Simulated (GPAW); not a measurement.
# STM contrast on TaGe2P4 monolayer

Aim: Tersoff-Hamann images of TaGe2P4 monolayer at several biases.

Main program and level: GPAW 26.7.0; GPAW, PAW setups; layer in a repeated cell with vacuum, relaxation of atoms and in-plane cell, in the first sound run; inputs show where later runs differ.

## 1. The structure

The cell holds 7 atoms: 4 P, 2 Ge and 1 Ta. Cell: a = 3.580 Å, b = 3.580 Å, c = 26.995 Å, α = 90.0°, β = 90.0°, γ = 120.0°. Vacuum lies along c.

## 2. Relaxing the atoms

Forces are removed first; all later runs use this geometry.

Contents of run.py:

```python
import json
import numpy as np
from ase import Atoms
from ase.filters import FrechetCellFilter
from ase.optimize import BFGS
from gpaw import GPAW, PW

slab = Atoms(
    ['P', 'Ge', 'P', 'Ta', 'P', 'Ge', 'P'],
    positions=[
        [0.00000, 0.00000, 9.00000],
        [-0.00000, 2.06691, 9.75357],
        [-0.00000, 2.06691, 11.95357],
        [0.00000, 0.00000, 13.49768],
        [-0.00000, 2.06691, 15.04178],
        [-0.00000, 2.06691, 17.24178],
        [0.00000, 0.00000, 17.99535]],
    cell=[[3.58, 0.0, 0.0], [-1.79, 3.10037, 0.0], [0.0, 0.0, 26.9954]],
    pbc=[True, True, True],
    magmoms=[0.0, 0.0, 0.0, 1.0, 0.0, 0.0, 0.0])

slab.calc = GPAW(mode=PW(600), xc='PBE', kpts={'size': (9, 9, 1), 'gamma': True},
                 occupations={'name': 'fermi-dirac', 'width': 0.05}, nbands='200%',
                 convergence={'density': 1e-05}, maxiter=200,
                 symmetry={'tolerance': 1e-3}, txt='slab.txt')
result = {}
# The in-plane cell is free; stress needs a cell that repeats along all three vectors
path = []
opt = BFGS(FrechetCellFilter(slab, mask=[1, 1, 0, 0, 0, 1]), maxstep=0.2)
opt.attach(lambda: path.append((slab.get_potential_energy(), slab.positions.tolist(), slab.get_forces().tolist())))
result['relaxed'] = bool(opt.run(fmax=0.02, steps=45))
result['path'] = path
result['cell'] = slab.cell.tolist()
print('in-plane lattice', slab.cell.cellpar().round(4)[[0, 1, 5]])
energy = slab.get_potential_energy()
fermi = slab.calc.get_fermi_level()
v = slab.calc.get_electrostatic_potential().mean((0, 1)) - fermi
n = slab.calc.get_pseudo_density().mean((0, 1))
L = slab.cell[2, 2]
z = np.arange(len(v)) * L / len(v)
low, high = slab.positions[:, 2].min(), slab.positions[:, 2].max()
below, above = np.interp([low - 6.8, high + 6.8], z, v)
slopes = [np.interp(x, z, np.gradient(v, z)) for x in (low - 6.8, high + 6.8)]
eps = np.array([[slab.calc.get_eigenvalues(k, s) for k in range(len(slab.calc.get_ibz_k_points()))]
                for s in range(slab.calc.get_number_of_spins())]) - fermi
top, bottom = eps[eps < 0].max(), eps[eps > 0].min()
dipole = slab.get_dipole_moment()[2]
print(f'energy {energy:.4f} eV, Fermi level {fermi:.4f} eV, dipole {dipole:.5f} e A')
print(f'potential 6.8 A off the faces, from the Fermi level: lower {below:.4f} eV, upper {above:.4f} eV')
print(f'slope of the potential there: lower {slopes[0]:.5f}, upper {slopes[1]:.5f} eV/A')
print(f'nearest levels on the mesh: {top:.4f} and {bottom:.4f} eV')
print('magnetic moment', round(slab.get_magnetic_moment(), 3))
result.update(energy=energy, fermi=fermi, dipole=dipole, below=below, above=above, slopes=slopes, edges=[top, bottom],
              z=z.tolist(), v=v.tolist(), n=n.tolist(), positions=slab.positions.tolist(),
              forces=slab.get_forces(apply_constraint=False).tolist(), moments=slab.get_magnetic_moments().tolist())
json.dump(result, open('result.json', 'w'))
```

Run with:

```console
$ OMP_NUM_THREADS=1 OPENBLAS_NUM_THREADS=1 python run.py
```

The program printed:

```text
Step          Energy          fmax
BFGS:    0      -40.100362        3.406984
BFGS:    1      -40.719680        2.793175
BFGS:    2      -41.596345        0.563636
BFGS:    3      -41.615583        0.394727
BFGS:    4      -41.640315        0.426783
BFGS:    5      -41.680457        0.422073
BFGS:    6      -41.704619        0.255663
BFGS:    7      -41.713105        0.177244
BFGS:    8      -41.715568        0.171215
BFGS:    9      -41.717337        0.145941
BFGS:   10      -41.719802        0.167764
BFGS:   11      -41.722703        0.205105
BFGS:   12      -41.725218        0.156473
BFGS:   13      -41.726516        0.073971
BFGS:   14      -41.726858        0.025983
BFGS:   15      -41.726912        0.004639
in-plane lattice [  3.6198   3.6198 120.    ]
energy -41.7176 eV, Fermi level -0.0100 eV, dipole 0.00069 e A
potential 6.8 A off the faces, from the Fermi level: lower 5.3922 eV, upper 5.3944 eV
slope of the potential there: lower -0.00067, upper -0.00052 eV/A
nearest levels on the mesh: -0.0574 and 0.0364 eV
magnetic moment 0.0
```

Elapsed: 54 min, on 1 thread of Arm Neoverse V2, shared host; peak memory 1 GiB.

Numbers from this step:

| Property | Result |
| --- | --- |
| dipole along the normal | 6.86e-4 e·Å |
| levels nearest the Fermi level on the mesh | -0.05737, 0.03638 eV from the Fermi level |
| sum of the site moments | 0 μB |

The electrostatic potential energy of an electron (without an applied field's), less the Fermi level, planar mean oscillates, so the rows of the table below give means over windows of 1.69 Å about each position, cut where the curve ends. Its maxima inside the range that stand out by 2 % of the span (Å: eV): 9.2: -9.98, 11.0: 2.28, 12.7: -6.31, 14.3: -6.31, 16.0: 2.29, 17.8: -9.97. Its minima: 8.7: -13.2, 9.7: -14.0, 12.1: -11.4, 13.5: -17.2, 14.9: -11.4, 17.3: -14.0, 18.3: -13.2.

The electrostatic potential energy of an electron (without an applied field's), less the Fermi level, planar mean by z; means over each step:

z (Å), electrostatic potential energy of an electron (without an applied field's), less the Fermi level, planar mean (eV) and a bar from the least value:
```
     0.84        5.4 ##############################
     2.54        5.4 ##############################
     4.23        5.4 ##############################
     5.92        5.4 ##############################
     7.61        1.2 #######################
     9.30      -11.5 
    10.99       -0.9 ###################
    12.68      -10.5 ##
    14.37      -10.2 ##
    16.05       -0.8 ###################
    17.75      -11.6 
    19.44        1.6 #######################
    21.12        5.4 ##############################
    22.82        5.4 ##############################
    24.51        5.4 ##############################
    26.20        5.4 ##############################
```

Table of pseudo valence density, planar mean by z:

```csv
z (Å),"pseudo valence density, planar mean (e/Å³)"
5.0,5.2e-5
5.5,2.2e-4
6.0,9.6e-4
6.5,0.00412
7.0,0.0177
7.5,0.0704
8.0,0.199
8.5,0.267
9.0,0.405
9.5,0.237
10.0,0.183
10.5,0.159
11.0,0.133
11.5,0.216
12.0,0.267
12.5,0.383
13.0,0.561
13.5,1.05
14.0,0.555
14.5,0.382
15.0,0.266
15.5,0.215
16.0,0.132
16.5,0.160
17.0,0.181
17.5,0.242
18.0,0.404
18.5,0.267
19.0,0.198
19.5,0.0696
20.0,0.0174
20.5,0.00407
21.0,9.4e-4
21.5,2.2e-4
22.0,5.1e-5
```

The relaxation lowered the energy of the cell by 1.63 eV (energies extrapolated to zero smearing; the optimiser's log prints free energies). The largest force left on a free atom is 0.0046 eV/Å.

## 3. The slab's potential

The work function is the vacuum plateau of the electrostatic potential less the Fermi level; a dipole layer lets the two faces have plateaus of their own.

This step: GPAW, PAW setups; slab in vacuum (GPAW 26.7.0).

The cell differs from the one that the last finished run ended in (c 26.995 → 27.730 Å).

Contents of run.py:

```python
import json
import numpy as np
from ase import Atoms
from ase.dft.stm import STM
from gpaw import GPAW, PW

slab = Atoms(
    ['P', 'Ge', 'P', 'Ta', 'P', 'Ge', 'P'],
    positions=[
        [0.00000, -0.00000, 9.00000],
        [-0.00000, 2.08991, 10.07377],
        [-0.00000, 2.08991, 12.43823],
        [0.00000, -0.00000, 13.86516],
        [-0.00000, 2.08991, 15.29208],
        [-0.00000, 2.08991, 17.65654],
        [0.00000, -0.00000, 18.73032]],
    cell=[[3.61984, 0.0, 0.0], [-1.80992, 3.13487, 0.0], [0.0, 0.0, 27.7303]],
    pbc=[True, True, False],
    magmoms=[0.0, 0.0, 0.0, 1.0, 0.0, 0.0, 0.0])

slab.calc = GPAW(mode=PW(400), xc='PBE', kpts={'size': (9, 9, 1), 'gamma': True},
                 occupations={'name': 'fermi-dirac', 'width': 0.05}, nbands='200%',
                 convergence={'density': 1e-05}, maxiter=200,
                 poissonsolver={'dipolelayer': 'xy'},
                 symmetry={'tolerance': 1e-3}, txt='slab.txt')
result = {}
energy = slab.get_potential_energy()
fermi = slab.calc.get_fermi_level()
v = slab.calc.get_electrostatic_potential().mean((0, 1)) - fermi
n = slab.calc.get_pseudo_density().mean((0, 1))
L = slab.cell[2, 2]
z = np.arange(len(v)) * L / len(v)
low, high = slab.positions[:, 2].min(), slab.positions[:, 2].max()
below, above = np.interp([low - 6.8, high + 6.8], z, v)
slopes = [np.interp(x, z, np.gradient(v, z)) for x in (low - 6.8, high + 6.8)]
eps = np.array([[slab.calc.get_eigenvalues(k, s) for k in range(len(slab.calc.get_ibz_k_points()))]
                for s in range(slab.calc.get_number_of_spins())]) - fermi
top, bottom = eps[eps < 0].max(), eps[eps > 0].min()
dipole = slab.get_dipole_moment()[2]
print(f'energy {energy:.4f} eV, Fermi level {fermi:.4f} eV, dipole {dipole:.5f} e A')
print(f'potential 6.8 A off the faces, from the Fermi level: lower {below:.4f} eV, upper {above:.4f} eV')
print(f'slope of the potential there: lower {slopes[0]:.5f}, upper {slopes[1]:.5f} eV/A')
print(f'nearest levels on the mesh: {top:.4f} and {bottom:.4f} eV')
print('magnetic moment', round(slab.get_magnetic_moment(), 3))
result.update(energy=energy, fermi=fermi, dipole=dipole, below=below, above=above, slopes=slopes, edges=[top, bottom],
              z=z.tolist(), v=v.tolist(), n=n.tolist(), positions=slab.positions.tolist(),
              forces=slab.get_forces(apply_constraint=False).tolist(), moments=slab.get_magnetic_moments().tolist())

# Images need the states of the whole zone, up to time reversal
slab.calc = slab.calc.fixed_density(symmetry={'point_group': False}, txt='states.txt', nbands='260%',
                                    convergence={'bands': 'CBM+0.8'})
stm = STM(slab)
result['stm'] = []
for bias in [-0.5, 0.5]:
    height = high + 4.0
    current = stm.get_averaged_current(bias, height)
    x, y, h = stm.scan(bias, current)
    i, f = divmod(height / L * stm.ldos.shape[2], 1)
    I = abs((1 - f) * stm.ldos[:, :, int(i)] + f * stm.ldos[:, :, int(i) + 1])
    print(f'bias {bias} V: mean current at 4.0 A {current:.4e}, corrugation {np.ptp(h):.4f} A')
    result['stm'].append(dict(bias=bias, current=current, h=(h - high).tolist(), I=I.tolist()))
json.dump(result, open('result.json', 'w'))
```

The program printed:

```text
energy -41.6981 eV, Fermi level -0.1524 eV, dipole 0.00205 e A
potential 6.8 A off the faces, from the Fermi level: lower 5.3957 eV, upper 5.3909 eV
slope of the potential there: lower -0.00009, upper 0.00009 eV/A
nearest levels on the mesh: -0.0574 and 0.0363 eV
magnetic moment 0.0
bias -0.5 V: mean current at 4.0 A 1.2088e-07, corrugation 0.2913 A
bias 0.5 V: mean current at 4.0 A 1.5513e-06, corrugation 0.1183 A
```

It took 9.5 min on 1 thread; peak memory 0.88 GiB.

Numbers from this step:

```yaml
dipole_along_the_normal: 0.002045 e·Å
levels_nearest_the_fermi_level_on_the_mesh: -0.05735, 0.03632 eV from the Fermi level
upper_work_function: 5.391 eV
lower_work_function: 5.396 eV
corrugation_minus_0p5: 0.2913 Å
corrugation_0p5: 0.1183 Å
```

The electrostatic potential energy of an electron (without an applied field's), less the Fermi level, planar mean oscillates, so the rows of the table below give means over windows of 1.73 Å about each position, cut where the curve ends. Its maxima inside the range that stand out by 2 % of the span (Å: eV): 9.5: -9.92, 11.4: 2.26, 13.0: -6.34, 14.7: -6.35, 16.4: 2.25, 18.2: -9.92. Its minima: 9.1: -13.1, 10.1: -14.0, 12.5: -11.5, 13.9: -17.2, 15.3: -11.5, 17.7: -14.0, 18.6: -13.1.

Electrostatic potential energy of an electron (without an applied field's), less the Fermi level, planar mean against z; means over each step:

z (Å), electrostatic potential energy of an electron (without an applied field's), less the Fermi level, planar mean (eV) and a bar from the least value:
```
     0.86        5.4 ##############################
     2.59        5.4 ##############################
     4.32        5.4 ##############################
     6.05        5.4 ##############################
     7.78        2.6 #########################
     9.51      -11.6 
    11.24       -1.0 ###################
    12.97      -10.1 ###
    14.70      -10.4 ##
    16.43       -1.0 ###################
    18.16      -11.6 
    19.89        2.3 ########################
    21.62        5.4 ##############################
    23.35        5.4 ##############################
    25.08        5.4 ##############################
    26.81        5.4 ##############################
```

The pseudo valence density, planar mean oscillates, so the rows of the table below give means over windows of 1 Å about each position, cut where the curve ends. Its maxima inside the range that stand out by 2 % of the span (Å: e/Å³): 9.5: 0.436, 10.6: 0.221, 13.9: 1.05, 17.1: 0.221, 18.2: 0.436. Its minima: 10.2: 0.0843, 11.3: 0.126, 16.5: 0.126, 17.5: 0.0843.

The pseudo valence density, planar mean by z; means over each step:

```csv
z (Å),"pseudo valence density, planar mean (e/Å³)"
5,2.6e-5
6,4.6e-4
7,0.00885
8,0.111
9,0.311
10,0.228
11,0.158
12,0.228
13,0.437
14,0.807
15,0.350
16,0.191
17,0.168
18,0.288
19,0.259
20,0.0617
21,0.00406
22,2.2e-4
23,1.2e-5
```

Tip height over the top atom over a1 and a2. Sample bias -0.5 V, constant current at the mean current 4.0 Å over the top atom.

Values in Å, 12 rows by 16 columns, each cell a mean:
```
4.09 4.08 4.06 4.04 4.02 4.00 4.00 3.99 3.99 4.00 4.01 4.02 4.04 4.06 4.08 4.09
4.07 4.05 4.05 4.04 4.02 4.01 4.01 4.01 4.01 4.01 4.02 4.04 4.05 4.06 4.07 4.08
4.03 4.02 4.02 4.02 4.02 4.03 4.03 4.03 4.02 4.02 4.02 4.02 4.03 4.04 4.05 4.05
4.00 4.00 4.01 4.02 4.03 4.03 4.03 4.03 4.01 4.00 4.00 4.00 4.01 4.01 4.01 4.01
3.98 3.99 4.00 4.02 4.03 4.03 4.02 4.01 3.99 3.98 3.97 3.96 3.95 3.95 3.96 3.97
3.98 3.99 4.00 4.02 4.02 4.02 4.01 3.99 3.98 3.96 3.93 3.91 3.91 3.91 3.93 3.95
3.98 4.00 4.01 4.02 4.01 4.00 3.99 3.97 3.94 3.91 3.87 3.85 3.86 3.88 3.92 3.95
4.00 4.01 4.03 4.03 4.02 4.00 3.98 3.95 3.91 3.87 3.83 3.82 3.85 3.89 3.93 3.97
4.02 4.04 4.05 4.04 4.02 4.01 3.97 3.94 3.89 3.86 3.84 3.85 3.89 3.93 3.97 4.01
4.05 4.06 4.06 4.05 4.04 4.01 3.97 3.93 3.90 3.88 3.88 3.91 3.94 3.97 4.01 4.04
4.08 4.08 4.08 4.07 4.04 4.01 3.98 3.95 3.93 3.93 3.94 3.97 3.99 4.03 4.06 4.08
4.09 4.09 4.08 4.06 4.03 4.01 3.99 3.97 3.97 3.97 3.98 4.00 4.02 4.05 4.07 4.09
```
Columns: a1 from 0 to 0.944; rows upwards: a2 from 0 to 0.944.

Local density of states summed over the bias window over a1 and a2. Sample bias -0.5 V, constant height 4.0 Å over the top atom.

Values in units of 1e-7 arbitrary, 12 rows by 16 columns, each cell a mean:
```
1.6 1.5 1.4 1.4 1.3 1.2 1.2 1.2 1.2 1.2 1.2 1.3 1.4 1.4 1.5 1.6
1.5 1.4 1.4 1.4 1.3 1.3 1.2 1.2 1.2 1.3 1.3 1.4 1.4 1.4 1.5 1.5
1.3 1.3 1.3 1.3 1.3 1.3 1.3 1.3 1.3 1.3 1.3 1.3 1.3 1.4 1.4 1.4
1.2 1.2 1.2 1.3 1.3 1.3 1.3 1.3 1.3 1.2 1.2 1.2 1.2 1.2 1.2 1.2
1.1 1.2 1.2 1.3 1.3 1.3 1.3 1.2 1.2 1.1 1.1 1.0 1.0 1.0 1.0 1.1
1.1 1.2 1.2 1.3 1.3 1.3 1.2 1.2 1.1 1.0 1.0 0.9 0.9 0.9 0.9 1.0
1.1 1.2 1.3 1.3 1.3 1.2 1.2 1.1 1.0 0.9 0.9 0.8 0.8 0.9 0.9 1.0
1.2 1.3 1.3 1.3 1.3 1.2 1.1 1.0 0.9 0.9 0.8 0.7 0.8 0.9 1.0 1.1
1.3 1.4 1.4 1.4 1.3 1.2 1.1 0.9 0.9 0.8 0.8 0.8 0.9 0.9 1.1 1.2
1.4 1.4 1.4 1.4 1.4 1.2 1.1 0.9 0.9 0.9 0.9 0.9 1.0 1.1 1.3 1.4
1.5 1.6 1.5 1.5 1.4 1.2 1.1 1.0 1.0 1.0 1.0 1.1 1.2 1.3 1.4 1.5
1.6 1.6 1.5 1.4 1.3 1.2 1.2 1.1 1.1 1.1 1.1 1.2 1.3 1.4 1.5 1.6
```
Columns: a1 from 0 to 0.944; rows upwards: a2 from 0 to 0.944.

Tip height over the top atom over a1 and a2. Sample bias 0.5 V, constant current at the mean current 4.0 Å over the top atom.

Values in Å, 12 rows by 16 columns, each cell a mean:
```
4.07 4.06 4.05 4.03 4.01 3.99 3.98 3.98 3.98 3.98 4.00 4.01 4.03 4.05 4.06 4.07
4.06 4.04 4.03 4.01 3.99 3.98 3.97 3.97 3.98 3.99 4.00 4.02 4.03 4.05 4.06 4.06
4.03 4.01 4.00 3.99 3.98 3.97 3.97 3.97 3.98 3.99 4.00 4.01 4.03 4.04 4.04 4.04
4.00 3.99 3.98 3.98 3.97 3.98 3.98 3.97 3.98 3.98 3.99 4.00 4.01 4.01 4.01 4.01
3.98 3.98 3.97 3.97 3.97 3.97 3.97 3.97 3.98 3.98 3.98 3.99 3.99 3.99 3.99 3.99
3.97 3.98 3.97 3.97 3.98 3.97 3.97 3.98 3.97 3.97 3.98 3.98 3.97 3.98 3.98 3.97
3.98 3.98 3.99 3.99 3.99 3.99 3.98 3.98 3.97 3.97 3.96 3.96 3.96 3.97 3.97 3.97
3.99 4.00 4.01 4.01 4.00 4.00 3.99 3.98 3.97 3.96 3.96 3.96 3.96 3.97 3.98 3.99
4.02 4.03 4.03 4.03 4.02 4.01 4.00 3.98 3.97 3.96 3.96 3.96 3.97 3.98 4.00 4.01
4.05 4.05 4.05 4.05 4.03 4.01 4.00 3.98 3.97 3.97 3.97 3.97 3.98 4.00 4.02 4.04
4.07 4.07 4.06 4.05 4.03 4.01 4.00 3.98 3.97 3.97 3.98 3.99 4.01 4.03 4.04 4.06
4.08 4.07 4.06 4.05 4.03 4.01 3.99 3.98 3.97 3.98 3.99 4.00 4.02 4.04 4.06 4.07
```
Columns: a1 from 0 to 0.944; rows upwards: a2 from 0 to 0.944.

Local density of states summed over the bias window over a1 and a2. Sample bias 0.5 V, constant height 4.0 Å over the top atom.

Ten even steps from '0' (1.41 × 1e-6 arbitrary) to '9' (1.84 × 1e-6 arbitrary):
```
998753210012357899
887542100012457889
775431000013457788
654311000113456777
432110110112345555
221001110012234443
110001100011222222
100000000011111111
000011000000000000
111111111000000000
122332211000000001
234443221000000012
455554321000000123
677765421000001245
788775421000012457
898875421000124578
999875321001235789
998764211011246789
```
Columns: a1 from 0 to 0.944; rows upwards: a2 from 0 to 0.944.

The potential is flat to 8.7e-5 eV/Å where it is read, so the vacuum is wide enough.

## 4. Outcome

```yaml
work_function_both_faces: 5.39 eV
dipole_along_the_normal: 0.0020 e Å, near the numerical noise
corrugation_at_minus_0p5_v: 0.291 Å
corrugation_at_0p5_v: 0.118 Å
```

**Reading.** The corrugation at constant current is largest at -0.5 V, where the tip height varies by 0.29 Å over the cell. Negative sample bias images filled states, positive bias empty ones. The images are of Tersoff-Hamann type: an s-wave tip, no tip-sample forces, heights closer than in a microscope. The small printed dipole stands for a step of -33 meV from the lower to the upper face, and the probes find -4.8 meV; values this small are near the numerical noise of both. One magnetic start was tried; another order may lie lower. The layer's cell and atoms come from the relaxation; spin-orbit coupling and temperature are left out.

[Logs are printed without paths, hosts, clocks, repeated set-up lines and the standing remarks that a program may print on its own settings, such as how far it seeks lower states.]

[Hosts, paths, dates, database ids (printed as entryN), source tags and the programs' standing remarks are cut or masked in the printed files.]
